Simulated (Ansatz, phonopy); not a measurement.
# How KCl (Sylvite, Fm-3m) expands on warming, part 5 of 5

Wanted: α(T), C_P(T) and B(T) of KCl (Sylvite) in the quasi-harmonic approximation.

What experiment has found for this phase:
- volume expansion coefficient 111.3 1e-6/K and heat capacity C_P per formula unit 51.7 J/mol/K near room temperature (given in “High-Throughput Prediction of Finite-Temperature Properties using the Quasi-Harmonic Approximation”, 2016, arXiv:1603.06924)
- volume expansion coefficient 114.9 1e-6/K near room temperature (given in “Descriptors for thermal expansion in solids”, 2017, arXiv:1701.03966)

Ansatz 0.2.0; DFT LDA, scalar-relativistic, plane waves, PAW.

So far, volume expansion coefficient at 300 K (× 1e-6/K): step 8 (free-energy fit) 109.

### Step 10. Free-energy fit (continued)

Volume expansion coefficient against temperature; values in 1e-6/K:

| temperature (K) | phonopy-qha, Vinet | Ansatz's own study |
| --- | --- | --- |
| 100 | 66.1 | 69.9 |
| 150 | 85.6 | 86.8 |
| 200 | 95.6 | 96.1 |
| 250 | 103 | 103 |
| 300 | 109 | 109 |
| 350 | 115 | 115 |
| 400 | 121 | 121 |
| 450 | 128 | 127 |
| 500 | 136 | 135 |
| 550 | 144 | 143 |
| 600 | 154 | 153 |
| 650 | 166 | 165 |
| 700 | 181 | 180 |
| 750 | 198 | 199 |

The fit gives a volume expansion of 109 × 10⁻⁶/K at 300 K, against 109 at 298 K from the study itself, whose static fit uses more cells.

### Step 11. Phonons on strained cells, cutoff 487.2 eV

Thermal expansion follows from how the free energy of the vibrations (and of the electrons in a metal) changes with strain, so the program makes strained cells, their phonons and a fit in one run.

This step: DFT LDA, scalar-relativistic, plane waves, PAW (Ansatz 0.2.0).

Input file input.yaml:

```yaml
crystal:
  lattice:
    - [0.0, 3.0385007258, 3.0385007258]
    - [3.0385007258, 0.0, 3.0385007258]
    - [3.0385007258, 3.0385007258, 0.0]
  atoms:
    - { symbol: K, position: [0.0, 0.0, 0.0] }
    - { symbol: Cl, position: [0.5, 0.5, 0.5] }
kpoints:
  mp_grid: { grid: [8, 8, 8] }
hamiltonian:
  xc: lda
scf:
  occupations: { method: fixed }
output:
  eigenvalues: true
phonons:
  method: dfpt
  qmesh: [4, 4, 4]
  temperatures: { t_max: 800.0, t_step: 50 }
  thermal_expansion: {}
```

The run is started by

```bash
ansatz run input.yaml --threads 4 --pin off --max-ram 16384MiB --backend cpu --events-out ev --progress --plain --runs-dir out
```

Numbers of over 12 decimals in the logs are rounded to 6 here.

Log:

```text
[...]
Crystal: 2 atoms, lattice volume = 56.106 Å³
Basis set: ecut = 487.2 eV, 1363 PW (Γ), exchange–correlation on 64×64×64 points (8 copies of the dense FFT grid, shifted against one another)
Bands: 12, of which v1, the nominal top of the filled ones, is band 8 counted from 1 (7 counted from 0)
Symmetry: 48 space group operations
[...]
vibrations' free energy: its fit leaves 0.0002 meV an atom at the most
  the electrons' free energy at temperature is not in it: every band gap is over 0.83 eV
  free energies summed between the sampled wave vectors
[...]
the FFT grids of the static calculations differ: 32 × 32 × 32, 36 × 36 × 36
  band gaps on the cells' k-points are 4.623 to 5.226 eV
[key lines of the parts left out:]
SCF converged after 7 iterations
Free energy (F): -2544.292119 eV
Fermi energy:    1.340246 eV
P = ⅓ Tr σ = -0.0094 GPa (-0.094 kbar)
```

Wall time 10 min (4 threads of Arm Neoverse V2, shared host); peak memory 1.2 GiB; 39 min of CPU time.

Changing the k-mesh (12×12×12 → 8×8×8) takes the volume expansion at 298 K from 109 to 109 × 10⁻⁶/K and B_T from 20.1 to 20.1 GPa.

### Step 12. Side by side

Times are for 4 threads of Arm Neoverse V2, shared host. Results by setting:

| no. | functional | cutoff (eV) | k-mesh | q-mesh | method | pressure (GPa) | volume expansion coefficient at 298 K (1e-6/K) | C_P at 298 K (J/mol-atom/K) | isothermal bulk modulus at 298 K (GPa) | time | memory (GiB) |
| --- | --- | --- | --- | --- | --- | --- | --- | --- | --- | --- | --- |
| 1 | lda | 550 | 8×8×8 | 4×4×4 | dfpt | 0 | 108.6 | 25.43 | 20.15 | 13 min | 1.3 |
| 2 | lda | 487.2 | 12×12×12 | 4×4×4 | dfpt | 0 | 108.6 | 25.43 | 20.15 | 31 min | 3.0 |
| 3 | lda | 487.2 | 8×8×8 | 4×4×4 | dfpt | 0 | 108.6 | 25.43 | 20.15 | 10 min | 1.2 |

The runs together, line volume. Expansion coefficient, volume against temperature; values in 1e-6/K:

| temperature (K) | lda, 550, 8×8×8, 4×4×4, dfpt, 0 | lda, 487.2, 12×12×12, 4×4×4, dfpt, 0 | lda, 487.2, 8×8×8, 4×4×4, dfpt, 0 |
| --- | --- | --- | --- |
| 0 | 0 | 0 | 0 |
| 50 | 29.4 | 29.4 | 29.4 |
| 100 | 69.9 | 69.9 | 69.9 |
| 150 | 86.8 | 86.8 | 86.8 |
| 200 | 96.0 | 96.1 | 96.1 |
| 250 | 103 | 103 | 103 |
| 298 | 109 | 109 | 109 |
| 300 | 109 | 109 | 109 |
| 350 | 115 | 115 | 115 |
| 400 | 121 | 121 | 121 |
| 450 | 127 | 127 | 127 |
| 500 | 135 | 135 | 135 |
| 550 | 143 | 143 | 143 |
| 600 | 153 | 153 | 153 |
| 650 | 165 | 165 | 165 |
| 700 | 180 | 180 | 180 |
| 750 | 199 | 199 | 199 |
| 800 | 225 | 225 | 225 |

The runs together, line C_P. The heat capacity, C_P by temperature; values in J/mol-atom/K:

| temperature (K) | lda, 550, 8×8×8, 4×4×4, dfpt, 0 | lda, 487.2, 12×12×12, 4×4×4, dfpt, 0 | lda, 487.2, 8×8×8, 4×4×4, dfpt, 0 |
| --- | --- | --- | --- |
| 0 | 0 | 0 | 0 |
| 50 | 10.1 | 10.1 | 10.1 |
| 100 | 19.2 | 19.2 | 19.2 |
| 150 | 22.5 | 22.5 | 22.5 |
| 200 | 24.0 | 24.0 | 24.0 |
| 250 | 24.8 | 24.8 | 24.8 |
| 298 | 25.4 | 25.4 | 25.4 |
| 300 | 25.4 | 25.4 | 25.4 |
| 350 | 26.0 | 26.0 | 26.0 |
| 400 | 26.5 | 26.5 | 26.5 |
| 450 | 26.9 | 26.9 | 26.9 |
| 500 | 27.5 | 27.5 | 27.5 |
| 550 | 28.0 | 28.0 | 28.0 |
| 600 | 28.7 | 28.7 | 28.7 |
| 650 | 29.4 | 29.4 | 29.4 |
| 700 | 30.4 | 30.4 | 30.4 |
| 750 | 31.6 | 31.6 | 31.6 |
| 800 | 33.2 | 33.2 | 33.2 |

### Step 13. Free-energy fit

This step: DFT LDA, scalar-relativistic, plane waves, PAW (phonopy 4.10.0).

The fit gives a volume expansion of 109 × 10⁻⁶/K at 300 K, against 109 at 298 K from the study itself, whose static fit uses more cells.

### Step 14. Outcome

```
settings of these figures                        : LDA, 487.2 eV, k 12×12×12, q 4×4×4
volume expansion coefficient at 298 K            : 108.6 1e-6/K
C_P at 298 K                                     : 25.43 J/mol-atom/K
entropy at 298 K                                 : 40.38 J/mol-atom/K
isothermal bulk modulus at 298 K                 : 20.15 GPa
Grüneisen parameter at 298 K                     : 1.576
volume at 298 K                                  : 28.93 Å³/atom
principal linear expansion coefficients at 298 K : 36.2, 36.2, 36.2 1e-6/K
```

Near room temperature KCl (Sylvite) expands by 109 × 10⁻⁶/K in volume by LDA, with C_P = 25.4 J/(mol K) per mole of atoms and B_T = 20.1 GPa. Between 298.15 and 800 K the bulk modulus falls by 46 % and the Grüneisen parameter grows; in this range the quasi-harmonic approximation, which lacks anharmonicity at fixed volume, tends to overshoot. C_P at room temperature is 102 % of the classical 3R an atom; C_V is 97 %, and the rest is expansion work. A measured volume expansion coefficient near room temperature is 111.3 1e-6/K (arXiv:1603.06924); the calculated 109 1e-6/K differs by -2 %. A measured heat capacity per formula unit near room temperature is 51.7 J/mol/K (arXiv:1603.06924); the calculated 50.9 J/mol/K differs by -2 %. Changing the k-mesh and cutoff moves the volume expansion at 298 K between 109 and 109 × 10⁻⁶/K, while the CPU time spans a factor of 3.1. The PAW files were made for PBE and are used here under another functional, for which the program regenerates the frozen cores. The cell of these runs is 10 % smaller in volume than the database cell; frequencies and all that rests on them shift with it.

[Logs are printed without paths, hosts, clocks, repeated set-up lines and the standing remarks that a program may print on its own settings, such as how far it seeks lower states.]

[Hosts, paths, dates, database ids (printed as entryN), source tags and the programs' standing remarks are cut or masked in the printed files.]

[A step with changed settings may run another functional than the one named; its input shows which.]
